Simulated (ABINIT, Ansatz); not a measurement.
Planning a run of ABINIT 10.8.3 on H6PbCNCl3 (Pm). The input:

```
acell 3*1.0 Angstrom
rprim 
  5.752832000000 0.000000000000 0.000000000000
  0.000000000000 5.764671000000 0.000000000000
  -0.002604000000 0.000000000000 5.855201000000
ntypat 5
znucl 1 82 6 7 17
natom 12
typat 1 1 1 1 1 1 2 3 4 5 5 5
xred 
  0.879476000000 0.500000000000 0.790423000000
  0.813252000000 0.344072000000 0.047387000000
  0.813252000000 0.655928000000 0.047387000000
  0.229661000000 0.354316000000 0.978538000000
  0.229661000000 0.645684000000 0.978538000000
  0.170957000000 0.500000000000 0.216412000000
  0.473988000000 0.000000000000 0.483874000000
  0.894268000000 0.500000000000 0.976848000000
  0.144932000000 0.500000000000 0.040731000000
  0.427891000000 0.000000000000 0.975558000000
  0.429192000000 0.500000000000 0.520036000000
  0.971826000000 0.000000000000 0.439660000000
pp_dirpath "pseudos"
pseudos "H.upf, Pb.upf, C.upf, N.upf, Cl.upf"
ecut 37
iscf -2
irdden 1
kptopt 0
nkpt 41
kpt 
  0.00000000 0.00000000 0.00000000
  0.00000000 0.12500000 0.00000000
  0.00000000 0.25000000 0.00000000
  0.00000000 0.37500000 0.00000000
  0.00000000 0.50000000 0.00000000
  0.00000000 0.50000000 0.12500000
  0.00000000 0.50000000 0.25000000
  0.00000000 0.50000000 0.37500000
  0.00000000 0.50000000 0.50000000
  0.00000000 0.37500000 0.50000000
  0.00000000 0.25000000 0.50000000
  0.00000000 0.12500000 0.50000000
  0.00000000 0.00000000 0.50000000
  0.00000000 0.00000000 0.37500000
  0.00000000 0.00000000 0.25000000
  0.00000000 0.00000000 0.12500000
  0.00000000 0.00000000 0.00000000
  -0.12500000 0.00000000 0.12500000
  -0.25000000 0.00000000 0.25000000
  -0.37500000 0.00000000 0.37500000
  -0.50000000 0.00000000 0.50000000
  -0.50000000 0.12500000 0.50000000
  -0.50000000 0.25000000 0.50000000
  -0.50000000 0.37500000 0.50000000
  -0.50000000 0.50000000 0.50000000
  -0.37500000 0.50000000 0.37500000
  -0.25000000 0.50000000 0.25000000
  -0.12500000 0.50000000 0.12500000
  0.00000000 0.50000000 0.00000000
  -0.12500000 0.50000000 0.00000000
  -0.25000000 0.50000000 0.00000000
  -0.37500000 0.50000000 0.00000000
  -0.50000000 0.50000000 0.00000000
  -0.50000000 0.37500000 0.00000000
  -0.50000000 0.25000000 0.00000000
  -0.50000000 0.12500000 0.00000000
  -0.50000000 0.00000000 0.00000000
  -0.37500000 0.00000000 0.00000000
  -0.25000000 0.00000000 0.00000000
  -0.12500000 0.00000000 0.00000000
  0.00000000 0.00000000 0.00000000
istwfk *1
nband 36
nbdbuf 2
tolwfr 1e-08
nstep 40
prtwf 0
prtvol 0
indata_prefix "in"
outdata_prefix "out"
tmpdata_prefix "tmp"
```

```sh
OMP_NUM_THREADS=1 mpirun -n 4 abinit run.abi > log
```

Question: How long will it take on 4 MPI ranks of Arm Neoverse V1, shared host, and how much memory?

It took 2.3 min; on shared hardware allow 69 s to 4.6 min. Peak host memory was 0.68 GiB.

[Paths, hosts, dates, memory and timing lines, banners, echoed tables and standing remarks are left out of the program output.]

[Logs are printed without paths, hosts, clocks, repeated set-up lines and the standing remarks that a program may print on its own settings, such as how far it seeks lower states.]

[Runs of the session that timed out or met a known fault of the program may be left out.]

[Hosts, paths, dates, database ids (printed as entryN), source tags and the programs' standing remarks are cut or masked in the printed files.]

[G0W0 gaps are taken among the corrected bands and points alone; a level outside them can change the order at an edge.]

[Where Ansatz stands beside ABINIT at settings called matched, ABINIT's density can come from a denser mesh and the files from another edition; pairs whose starting gaps differed by over 0.03 eV were left out, so agreement reads better than it is.]
